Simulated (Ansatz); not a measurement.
An input for Ansatz 0.2.0 (Be3N2 (R3m)):

```yaml
crystal:
  lattice:
    - [1.4198050555, 0.819724831, 4.8662156628]
    - [-1.4198050555, 0.819724831, 4.8662156628]
    - [0.0, -1.639449662, 4.8662156628]
  atoms:
    - { symbol: Be, position: [0.85900108, 0.85900108, 0.85900108] }
    - { symbol: Be, position: [0.31769456, 0.31769456, 0.31769456] }
    - { symbol: Be, position: [0.08880677, 0.08880677, 0.08880677] }
    - { symbol: "N", position: [0.20416268, 0.20416268, 0.20416268] }
    - { symbol: "N", position: [0.70843491, 0.70843491, 0.70843491] }
kpoints:
  mp_grid: { grid: [6, 6, 6] }
  band_path:
    path:
      - [0.0, 0.0, 0.0]
      - [-0.5, -0.5, -0.5]
      - [-0.5, -0.1855841, -0.8144159]
      - [-0.1855841, 0.1855841, -0.5]
      - [0.0, 0.0, -0.5]
      - [0.0, 0.34279205, -0.34279205]
      - [-0.34279205, 0.0, -0.65720795]
      - [-0.5, 0.0, -0.5]
    npoints: 1
hamiltonian:
  xc: hse06
  pseudopotentials: { kind: paw, azcp: { folder: soft_1 } }
scf:
  occupations: { method: fixed }
  n_extra_bands: 5
output:
  eigenvalues: true
```

```sh
ansatz run input.yaml --threads 2 --pin off --max-ram 73728MiB --backend cuda --events-out ev --progress --plain --runs-dir out --devices 1 --max-vram 13GiB
```

Q: How long will it take on 1 × NVIDIA H100 80GB HBM3 (shared by 6 runs) with 2 threads of AMD EPYC 7R13 (Zen 3), shared host, and how much memory?

It took 18 s; on shared hardware allow 8.8 s to 35 s. Peak host memory was 1.5 GiB. The sizes that set the cost: 671 plane waves a state, 32 irreducible k points and 12 SCF cycles.

Exact exchange couples every pair of k points and filled bands, so it costs far more than a semilocal run.

[Paths, hosts, dates, memory and timing lines, banners, echoed tables and standing remarks are left out of the program output.]

[Logs are printed without paths, hosts, clocks, repeated set-up lines and the standing remarks that a program may print on its own settings, such as how far it seeks lower states.]

[Runs of the session that timed out or met a known fault of the program may be left out.]

[Cells called generated may have been cut or substituted from an entry of the Crystallography Open Database or the Materials Project.]

[Hosts, paths, dates, database ids (printed as entryN), source tags and the programs' standing remarks are cut or masked in the printed files.]
